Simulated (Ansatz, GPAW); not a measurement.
# Work function of a 9-layer slab of Ba(100) at several levels

Wanted: work functions and dipole of a 9-layer slab of Ba(100), with the cost of each level.

Main program and level: GPAW 26.7.0 and Ansatz 0.2.0; Ansatz plane waves; slab in vacuum with a dipole correction, relaxation, in the first sound run; inputs show where later runs differ.

This is a report of a sequence of runs, with most program output left out.

### 1. Starting point

The cell holds 9 atoms: 9 Ba. Cell: a = 5.020 Å, b = 5.020 Å, c = 38.080 Å, α = 90.0°, β = 90.0°, γ = 90.0°. Vacuum lies along c.

### 2. Relaxation

Forces are removed first; all later runs use this geometry. The lowest 4 atoms are held at bulk positions and keep their forces.

input.yaml reads:

```yaml
crystal:
  lattice:
    - [5.02, 0.0, 0.0]
    - [0.0, 5.02, 0.0]
    - [0.0, 0.0, 38.08]
  atoms:
    - { symbol: Ba, position: [0.0, 0.0, 0.2363445378] }
    - { symbol: Ba, position: [0.5, 0.5, 0.3022584034] }
    - { symbol: Ba, position: [0.0, 0.0, 0.3681722689] }
    - { symbol: Ba, position: [0.5, 0.5, 0.4340861345] }
    - { symbol: Ba, position: [0.0, 0.0, 0.5] }
    - { symbol: Ba, position: [0.5, 0.5, 0.5659138655] }
    - { symbol: Ba, position: [0.0, 0.0, 0.6318277311] }
    - { symbol: Ba, position: [0.5, 0.5, 0.6977415966] }
    - { symbol: Ba, position: [0.0, 0.0, 0.7636554622] }
kpoints:
  mp_grid: { grid: [6, 6, 1] }
hamiltonian:
  xc: pbe
scf:
  occupations: { method: fermi_dirac, width: 0.1 }
efield:
  axis: 3
  dipole_correction: true
  ramp_width: 0.05
relax:
  f_tol: 0.02
  max_steps: 60
  constraints: [{ sites: [0, 1, 2, 3] }]
output:
  write_potential: true
  write_density: true
  volumetric_format: npy
```

Launch:

```sh
ansatz run input.yaml --threads 4 --pin off --max-ram 8192MiB --backend cpu --events-out ev --progress --plain --runs-dir out
```

It took 49 s on 4 threads of Arm Neoverse V2, shared host; peak memory 1.6 GiB.

The steps of the relaxation:

| step | energy less that of the first step (eV) | largest force component (eV/Å) |
| --- | --- | --- |
| 1 | 0.0000 | 0.1163 |
| 2 | -0.0036 | 0.0713 |
| 3 | -0.0057 | 0.0048 |

The run keeps the 8 symmetry operations that it works with, so distortions that break them were not tested.

The atoms that moved most (Å):

| atom | dx | dy | dz | length |
| --- | --- | --- | --- | --- |
| Ba9 | 0.000 | 0.000 | 0.055 | 0.055 |
| Ba8 | 0.000 | 0.000 | -0.053 | 0.053 |
| Ba7 | 0.000 | 0.000 | 0.029 | 0.029 |
| Ba6 | 0.000 | 0.000 | 0.005 | 0.005 |
| Ba5 | 0.000 | 0.000 | -0.005 | 0.005 |

Final coordinates:

```cif
data_structure
_symmetry_space_group_name_H-M 'P 1'
_symmetry_Int_Tables_number 1
_cell_length_a 5.0200
_cell_length_b 5.0200
_cell_length_c 38.0800
_cell_angle_alpha 90.000
_cell_angle_beta 90.000
_cell_angle_gamma 90.000
_cell_volume 959.63
loop_
_atom_site_label
_atom_site_type_symbol
_atom_site_fract_x
_atom_site_fract_y
_atom_site_fract_z
_atom_site_occupancy
Ba1 Ba 0.00000 0.00000 0.23634 1
Ba2 Ba 0.50000 0.50000 0.30226 1
Ba3 Ba 0.00000 0.00000 0.36817 1
Ba4 Ba 0.50000 0.50000 0.43409 1
Ba5 Ba 0.00000 0.00000 0.49987 1
Ba6 Ba 0.50000 0.50000 0.56606 1
Ba7 Ba 0.00000 0.00000 0.63259 1
Ba8 Ba 0.50000 0.50000 0.69634 1
Ba9 Ba 0.00000 0.00000 0.76510 1
```

Numbers from this step:

```
free energy             : -53545.0495 eV
smearing term TS        : 0.4736 eV
symmetry operations     : 8
upper work function     : 2.355 eV
lower work function     : 2.360 eV
dipole along the normal : 6.81e-4 e·Å
dipole field            : 1.28e-4 V/Å
vacuum level above      : 4.911 eV
vacuum level below      : 4.916 eV
```

The electrostatic potential energy of an electron (with the applied field's), less the Fermi level, planar mean oscillates, so the rows of the table below give means over windows of 2.53 Å about each position, cut where the curve ends. Its maxima inside the range that stand out by 2 % of the span (Å: eV): 10.3: -0.644, 12.8: -0.576, 15.3: -0.602, 17.9: -0.637, 20.2: -0.586, 22.8: -0.521, 25.3: -0.889, 27.8: -0.274. Its minima: 9.1: -5.30, 11.5: -4.83, 14.0: -4.97, 16.5: -4.98, 19.0: -4.97, 21.6: -4.98, 24.1: -4.98, 26.5: -4.85, 29.2: -5.34.

Electrostatic potential energy of an electron (with the applied field's), less the Fermi level, planar mean against z; means over each step:

| z (Å) | electrostatic potential energy of an electron (with the applied field's), less the Fermi level, planar mean (eV) |
| --- | --- |
| 1.26 | 2.36 |
| 3.79 | 2.36 |
| 6.33 | 2.01 |
| 8.86 | -2.90 |
| 11.39 | -2.83 |
| 13.92 | -2.90 |
| 16.45 | -2.90 |
| 18.98 | -2.90 |
| 21.51 | -2.89 |
| 24.04 | -2.93 |
| 26.57 | -2.81 |
| 29.10 | -2.96 |
| 31.63 | 1.87 |
| 34.16 | 2.35 |
| 36.69 | 2.36 |

The valence density, planar mean oscillates, so the rows of the table below give means over windows of 2.53 Å about each position, cut where the curve ends. Its maxima inside the range that stand out by 2 % of the span (Å: e/Å³): 9.1: 0.213, 11.5: 0.219, 14.0: 0.218, 16.5: 0.218, 19.0: 0.218, 21.6: 0.218, 24.1: 0.219, 26.5: 0.219, 29.0: 0.212. Its minima: 10.3: 0.0730, 12.8: 0.0717, 15.3: 0.0727, 17.9: 0.0739, 20.2: 0.0724, 22.8: 0.0713, 25.3: 0.0792, 27.8: 0.0644.

Table of valence density, planar mean by z; means over each step:

| z (Å) | valence density, planar mean (e/Å³) |
| --- | --- |
| 1.26 | 9.7e-7 |
| 3.79 | 8.6e-5 |
| 6.33 | 0.00504 |
| 8.86 | 0.147 |
| 11.39 | 0.158 |
| 13.92 | 0.157 |
| 16.45 | 0.158 |
| 18.98 | 0.157 |
| 21.51 | 0.157 |
| 24.04 | 0.158 |
| 26.57 | 0.158 |
| 29.10 | 0.148 |
| 31.63 | 0.00732 |
| 34.16 | 1.2e-4 |
| 36.69 | 1.4e-6 |

The relaxation lowered the energy of the cell by 0.00575 eV.

### 3. Plane waves, PBE

The work function is the vacuum plateau of the electrostatic potential less the Fermi level; a dipole layer lets the two faces have plateaus of their own.

This step: GPAW, PAW setups; slab in vacuum (GPAW 26.7.0).

run.py reads:

```python
import json
import numpy as np
from ase import Atoms
from gpaw import GPAW, PW

slab = Atoms(
    ['Ba', 'Ba', 'Ba', 'Ba', 'Ba', 'Ba', 'Ba', 'Ba', 'Ba'],
    positions=[
        [0.00000, 0.00000, 9.00000],
        [2.51000, 2.51000, 11.51000],
        [0.00000, 0.00000, 14.02000],
        [2.51000, 2.51000, 16.53000],
        [0.00000, 0.00000, 19.03496],
        [2.51000, 2.51000, 21.55544],
        [0.00000, 0.00000, 24.08889],
        [2.51000, 2.51000, 26.51680],
        [-0.00000, 0.00000, 29.13487]],
    cell=[[5.02, 0.0, 0.0], [0.0, 5.02, 0.0], [0.0, 0.0, 38.08]],
    pbc=[True, True, False])

slab.calc = GPAW(mode=PW(400), xc='PBE', kpts={'size': (6, 6, 1), 'gamma': True},
                 occupations={'name': 'fermi-dirac', 'width': 0.1}, nbands='160%',
                 convergence={'density': 1e-05}, maxiter=200,
                 poissonsolver={'dipolelayer': 'xy'},
                 symmetry={'tolerance': 1e-3}, txt='slab.txt')
result = {}
energy = slab.get_potential_energy()
fermi = slab.calc.get_fermi_level()
v = slab.calc.get_electrostatic_potential().mean((0, 1)) - fermi
n = slab.calc.get_pseudo_density().mean((0, 1))
L = slab.cell[2, 2]
z = np.arange(len(v)) * L / len(v)
low, high = slab.positions[:, 2].min(), slab.positions[:, 2].max()
below, above = np.interp([low - 6.8, high + 6.8], z, v)
slopes = [np.interp(x, z, np.gradient(v, z)) for x in (low - 6.8, high + 6.8)]
eps = np.array([[slab.calc.get_eigenvalues(k, s) for k in range(len(slab.calc.get_ibz_k_points()))]
                for s in range(slab.calc.get_number_of_spins())]) - fermi
top, bottom = eps[eps < 0].max(), eps[eps > 0].min()
dipole = slab.get_dipole_moment()[2]
print(f'energy {energy:.4f} eV, Fermi level {fermi:.4f} eV, dipole {dipole:.5f} e A')
print(f'potential 6.8 A off the faces, from the Fermi level: lower {below:.4f} eV, upper {above:.4f} eV')
print(f'slope of the potential there: lower {slopes[0]:.5f}, upper {slopes[1]:.5f} eV/A')
print(f'nearest levels on the mesh: {top:.4f} and {bottom:.4f} eV')
print('magnetic moment', round(slab.get_magnetic_moment(), 3))
result.update(energy=energy, fermi=fermi, dipole=dipole, below=below, above=above, slopes=slopes, edges=[top, bottom],
              z=z.tolist(), v=v.tolist(), n=n.tolist(), positions=slab.positions.tolist(),
              forces=slab.get_forces(apply_constraint=False).tolist(), moments=slab.get_magnetic_moments().tolist())
json.dump(result, open('result.json', 'w'))
```

Launch:

```sh
OMP_NUM_THREADS=1 OPENBLAS_NUM_THREADS=1 python run.py
```

The job ended after 39 min (1 thread; peak memory 0.6 GiB).

This step gave:

```yaml
dipole_along_the_normal: 7.60e-4 e·Å
levels_nearest_the_fermi_level_on_the_mesh: -0.004971, 0.01451 eV from the Fermi level
upper_work_function: 2.354 eV
```

The electrostatic potential energy of an electron (without an applied field's), less the Fermi level, planar mean oscillates, so the rows of the table below give means over windows of 2.54 Å about each position, cut where the curve ends. Its maxima inside the range that stand out by 2 % of the span (Å: eV): 10.3: -0.648, 12.8: -0.578, 15.2: -0.597, 17.8: -0.601, 20.3: -0.556, 22.8: -0.493, 25.3: -0.883, 27.8: -0.281. Its minima: 9.0: -12.2, 11.5: -11.7, 14.1: -11.8, 16.5: -11.8, 19.0: -11.9, 21.6: -11.9, 24.1: -11.8, 26.6: -11.7, 29.1: -12.2.

Electrostatic potential energy of an electron (without an applied field's), less the Fermi level, planar mean against z; means over each step:

| z (Å) | electrostatic potential energy of an electron (without an applied field's), less the Fermi level, planar mean (eV) |
| --- | --- |
| 1.27 | 2.36 |
| 3.81 | 2.35 |
| 6.35 | 1.99 |
| 8.89 | -4.98 |
| 11.43 | -4.89 |
| 13.97 | -4.96 |
| 16.51 | -4.97 |
| 19.05 | -4.95 |
| 21.59 | -4.94 |
| 24.13 | -5.01 |
| 26.67 | -4.85 |
| 29.21 | -4.97 |
| 31.75 | 1.95 |
| 34.29 | 2.35 |
| 36.83 | 2.35 |

The pseudo valence density, planar mean oscillates, so the rows of the table below give means over windows of 1 Å about each position, cut where the curve ends. Its first 14 maxima inside the range that stand out by 2 % of the span (Å: e/Å³): 8.7: 0.210, 9.3: 0.213, 11.2: 0.216, 11.8: 0.219, 13.5: 0.214, 14.4: 0.220, 16.1: 0.218, 16.9: 0.220, 18.6: 0.220, 19.5: 0.219, 21.2: 0.220, 22.0: 0.218, 23.7: 0.221, 24.5: 0.218. Its first 14 minima: 9.1: 0.182, 10.2: 0.0755, 11.4: 0.186, 12.7: 0.0731, 14.0: 0.183, 15.2: 0.0727, 16.5: 0.181, 17.8: 0.0726, 19.0: 0.181, 20.3: 0.0712, 21.6: 0.180, 22.8: 0.0704, 24.1: 0.182, 25.4: 0.0817.

The pseudo valence density, planar mean by z; means over each step:

z (Å), pseudo valence density, planar mean (e/Å³) and a bar:
```
        3      0.000 
        4      0.000 
        5      0.000 
        6      0.002 
        7      0.009 #
        8      0.090 #############
        9      0.197 #############################
       10      0.117 #################
       11      0.178 ##########################
       12      0.179 ##########################
       13      0.115 #################
       14      0.202 ##############################
       15      0.120 ##################
       16      0.174 ##########################
       17      0.179 ###########################
       18      0.115 #################
       19      0.202 ##############################
       20      0.121 ##################
       21      0.171 #########################
       22      0.181 ###########################
       23      0.108 ################
       24      0.202 ##############################
       25      0.132 ####################
       26      0.177 ##########################
       27      0.180 ###########################
       28      0.097 ##############
       29      0.194 #############################
       30      0.114 #################
       31      0.012 ##
       32      0.002 
       33      0.000 
       34      0.000 
       35      0.000
```

Force by atom:

| atom | x (eV/Å) | y (eV/Å) | z (eV/Å) | size |
| --- | --- | --- | --- | --- |
| Ba1 | 0.000 | 0.000 | -0.074 | 0.074 |
| Ba2 | 0.000 | 0.000 | 0.117 | 0.117 |
| Ba3 | 0.000 | 0.000 | -0.069 | 0.069 |
| Ba4 | 0.000 | 0.000 | 0.014 | 0.014 |
| Ba5 | 0.000 | 0.000 | 0.004 | 0.004 |
| Ba6 | 0.000 | 0.000 | 0.000 | 0.000 |
| Ba7 | 0.000 | 0.000 | 0.004 | 0.004 |
| Ba8 | 0.000 | 0.000 | 0.003 | 0.003 |
| Ba9 | 0.000 | 0.000 | 0.002 | 0.002 |

The potential is flat to 2.6e-4 eV/Å where it is read, so the vacuum is wide enough. The geometry is the other program's minimum; here the largest force on a free atom is 0.0040 eV/Å.

### 4. Self-consistent run: xc = "LDA"

The same geometry under LDA, to see how far the functional moves the levels against the vacuum.

run.py: that of step 3 with these lines changed.

```diff
@@ -20,3 +20,3 @@
 
-slab.calc = GPAW(mode=PW(400), xc='PBE', kpts={'size': (6, 6, 1), 'gamma': True},
+slab.calc = GPAW(mode=PW(400), xc='LDA', kpts={'size': (6, 6, 1), 'gamma': True},
                  occupations={'name': 'fermi-dirac', 'width': 0.1}, nbands='160%',
```

It took 14 min on 1 thread; peak memory 0.6 GiB.

Numbers from this step:

- dipole along the normal: 0.001101 e·Å
- levels nearest the Fermi level on the mesh: -0.02087, 0.02910 eV from the Fermi level
- upper work function: 2.522 eV
- lower work function: 2.530 eV

The electrostatic potential energy of an electron (without an applied field's), less the Fermi level, planar mean oscillates, so the rows of the table below give means over windows of 2.54 Å about each position, cut where the curve ends. Its maxima inside the range that stand out by 2 % of the span (Å: eV): 10.3: -0.405, 12.8: -0.33, 15.2: -0.353, 17.8: -0.355, 20.3: -0.309, 22.8: -0.251, 25.3: -0.631, 27.8: -0.0428. Its minima: 9.0: -12.0, 11.5: -11.5, 14.1: -11.5, 16.5: -11.6, 19.0: -11.6, 21.6: -11.6, 24.1: -11.6, 26.6: -11.5, 29.1: -11.9.

Table of electrostatic potential energy of an electron (without an applied field's), less the Fermi level, planar mean by z; means over each step:

z (Å), electrostatic potential energy of an electron (without an applied field's), less the Fermi level, planar mean (eV) and a bar from the least value:
```
     1.27        2.5 ##############################
     3.81        2.5 ##############################
     6.35        2.2 #############################
     8.89       -4.8 
    11.43       -4.7 
    13.97       -4.7 
    16.51       -4.7 
    19.05       -4.7 
    21.59       -4.7 
    24.13       -4.8 
    26.67       -4.6 #
    29.21       -4.8 
    31.75        2.1 ############################
    34.29        2.5 ##############################
    36.83        2.5 ##############################
```

The pseudo valence density, planar mean oscillates, so the rows of the table below give means over windows of 1 Å about each position, cut where the curve ends. Its first 14 maxima inside the range that stand out by 2 % of the span (Å: e/Å³): 8.7: 0.210, 9.3: 0.213, 11.2: 0.216, 11.8: 0.219, 13.5: 0.214, 14.4: 0.219, 16.1: 0.217, 16.9: 0.220, 18.6: 0.219, 19.5: 0.219, 21.2: 0.219, 22.0: 0.217, 23.7: 0.220, 24.5: 0.218. Its first 14 minima: 9.1: 0.183, 10.2: 0.0763, 11.4: 0.187, 12.7: 0.0739, 14.0: 0.183, 15.2: 0.0734, 16.5: 0.182, 17.8: 0.0733, 19.0: 0.181, 20.3: 0.0720, 21.6: 0.181, 22.8: 0.0711, 24.1: 0.182, 25.4: 0.0825.

The pseudo valence density, planar mean by z; means over each step:

| z (Å) | pseudo valence density, planar mean (e/Å³) |
| --- | --- |
| 3 | 1.0e-5 |
| 4 | 6.5e-5 |
| 5 | 3.7e-4 |
| 6 | 0.00188 |
| 7 | 0.00905 |
| 8 | 0.0896 |
| 9 | 0.198 |
| 10 | 0.117 |
| 11 | 0.178 |
| 12 | 0.179 |
| 13 | 0.115 |
| 14 | 0.202 |
| 15 | 0.120 |
| 16 | 0.174 |
| 17 | 0.179 |
| 18 | 0.115 |
| 19 | 0.202 |
| 20 | 0.121 |
| 21 | 0.171 |
| 22 | 0.181 |
| 23 | 0.108 |
| 24 | 0.202 |
| 25 | 0.132 |
| 26 | 0.177 |
| 27 | 0.179 |
| 28 | 0.0977 |
| 29 | 0.194 |
| 30 | 0.113 |
| 31 | 0.0116 |
| 32 | 0.00233 |
| 33 | 4.9e-4 |
| 34 | 8.6e-5 |
| 35 | 1.4e-5 |

Force by atom:

| atom | x (eV/Å) | y (eV/Å) | z (eV/Å) | size |
| --- | --- | --- | --- | --- |
| Ba1 | 0.000 | 0.000 | 0.119 | 0.119 |
| Ba2 | 0.000 | 0.000 | 0.128 | 0.128 |
| Ba3 | 0.000 | 0.000 | -0.064 | 0.064 |
| Ba4 | 0.000 | 0.000 | 0.013 | 0.013 |
| Ba5 | 0.000 | 0.000 | 0.002 | 0.002 |
| Ba6 | 0.000 | 0.000 | 0.002 | 0.002 |
| Ba7 | 0.000 | 0.000 | 0.006 | 0.006 |
| Ba8 | 0.000 | 0.000 | -0.020 | 0.020 |
| Ba9 | 0.000 | 0.000 | -0.185 | 0.185 |

The upper face's work function is 2.522 eV, against 2.354 eV in the first plane-wave PBE run at this geometry.

### 5. Self-consistent run: xc = "revPBE"

The same geometry under revPBE, to see how far the functional moves the levels against the vacuum.

run.py: that of step 4 with these lines changed.

```diff
@@ -20,3 +20,3 @@
 
-slab.calc = GPAW(mode=PW(400), xc='LDA', kpts={'size': (6, 6, 1), 'gamma': True},
+slab.calc = GPAW(mode=PW(400), xc='revPBE', kpts={'size': (6, 6, 1), 'gamma': True},
                  occupations={'name': 'fermi-dirac', 'width': 0.1}, nbands='160%',
```

Run time: 14 min. Hardware: 1 thread; peak memory 0.6 GiB.

This step gave:

| Item | Value |
| --- | --- |
| dipole along the normal | 5.00e-4 e·Å |
| levels nearest the Fermi level on the mesh | -0.05927, 0.001520 eV from the Fermi level |
| upper work function | 2.255 eV |
| lower work function | 2.259 eV |

The electrostatic potential energy of an electron (without an applied field's), less the Fermi level, planar mean oscillates, so the rows of the table below give means over windows of 2.54 Å about each position, cut where the curve ends. Its maxima inside the range that stand out by 2 % of the span (Å: eV): 10.3: -0.734, 12.8: -0.670, 15.2: -0.686, 17.8: -0.692, 20.3: -0.647, 22.8: -0.582, 25.3: -0.975, 27.8: -0.367. Its minima: 9.0: -12.3, 11.5: -11.8, 14.1: -11.9, 16.5: -11.9, 19.0: -11.9, 21.6: -11.9, 24.1: -11.9, 26.6: -11.8, 29.1: -12.2.

The electrostatic potential energy of an electron (without an applied field's), less the Fermi level, planar mean by z; means over each step:

z (Å), electrostatic potential energy of an electron (without an applied field's), less the Fermi level, planar mean (eV) and a bar from the least value:
```
     1.27        2.3 ##############################
     3.81        2.3 ##############################
     6.35        1.9 #############################
     8.89       -5.1 
    11.43       -5.0 
    13.97       -5.0 
    16.51       -5.0 
    19.05       -5.0 
    21.59       -5.0 
    24.13       -5.1 
    26.67       -4.9 #
    29.21       -5.0 
    31.75        1.9 ############################
    34.29        2.2 ##############################
    36.83        2.3 ##############################
```

The upper face's work function is 2.255 eV, against 2.354 eV in the first plane-wave PBE run at this geometry.

### 6. Self-consistent run: xc = "vdW-DF2"

The same geometry under vdW-DF2, to see how far the functional moves the levels against the vacuum (the van der Waals functionals take revPBE setups).

run.py: that of step 5 with these lines changed.

```diff
@@ -20,3 +20,3 @@
 
-slab.calc = GPAW(mode=PW(400), xc='revPBE', kpts={'size': (6, 6, 1), 'gamma': True},
+slab.calc = GPAW(mode=PW(400), xc='vdW-DF2', kpts={'size': (6, 6, 1), 'gamma': True},
                  occupations={'name': 'fermi-dirac', 'width': 0.1}, nbands='160%',
```

Elapsed: 36 min, on 1 thread; peak memory 1.1 GiB.

Numbers from this step:

| Item | Value |
| --- | --- |
| dipole along the normal | 0.001398 e·Å |
| levels nearest the Fermi level on the mesh | -0.04646, 1.02e-4 eV from the Fermi level |
| upper work function | 2.693 eV |
| lower work function | 2.703 eV |

The electrostatic potential energy of an electron (without an applied field's), less the Fermi level, planar mean oscillates, so the rows of the table below give means over windows of 2.54 Å about each position, cut where the curve ends. Its maxima inside the range that stand out by 2 % of the span (Å: eV): 10.3: -0.672, 12.8: -0.583, 15.2: -0.607, 17.8: -0.608, 20.3: -0.562, 22.8: -0.503, 25.3: -0.891, 27.8: -0.303. Its minima: 9.0: -12.2, 11.5: -11.8, 14.1: -11.8, 16.5: -11.9, 19.0: -11.9, 21.6: -11.9, 24.1: -11.9, 26.6: -11.8, 29.1: -12.2.

Electrostatic potential energy of an electron (without an applied field's), less the Fermi level, planar mean against z; means over each step:

| z (Å) | electrostatic potential energy of an electron (without an applied field's), less the Fermi level, planar mean (eV) |
| --- | --- |
| 1.27 | 2.70 |
| 3.81 | 2.69 |
| 6.35 | 2.25 |
| 8.89 | -4.96 |
| 11.43 | -4.93 |
| 13.97 | -4.99 |
| 16.51 | -4.99 |
| 19.05 | -4.98 |
| 21.59 | -4.97 |
| 24.13 | -5.03 |
| 26.67 | -4.89 |
| 29.21 | -4.96 |
| 31.75 | 2.21 |
| 34.29 | 2.68 |
| 36.83 | 2.69 |

The upper face's work function is 2.693 eV, against 2.354 eV in the first plane-wave PBE run at this geometry.

### 7. Self-consistent run: xc = "RPBE"

The same geometry under RPBE, to see how far the functional moves the levels against the vacuum.

run.py: that of step 6 with these lines changed.

```diff
@@ -20,3 +20,3 @@
 
-slab.calc = GPAW(mode=PW(400), xc='vdW-DF2', kpts={'size': (6, 6, 1), 'gamma': True},
+slab.calc = GPAW(mode=PW(400), xc='RPBE', kpts={'size': (6, 6, 1), 'gamma': True},
                  occupations={'name': 'fermi-dirac', 'width': 0.1}, nbands='160%',
```

Wall time 16 min (1 thread); peak memory 0.6 GiB.

This step gave:

- dipole along the normal: 6.37e-4 e·Å
- levels nearest the Fermi level on the mesh: -0.05622, 0.003848 eV from the Fermi level
- upper work function: 2.251 eV
- lower work function: 2.256 eV

The upper face's work function is 2.251 eV, against 2.354 eV in the first plane-wave PBE run at this geometry.

(Continued in part 2 of 2.)

[Logs are printed without paths, hosts, clocks, repeated set-up lines and the standing remarks that a program may print on its own settings, such as how far it seeks lower states.]

[Hosts, paths, dates, database ids (printed as entryN), source tags and the programs' standing remarks are cut or masked in the printed files.]
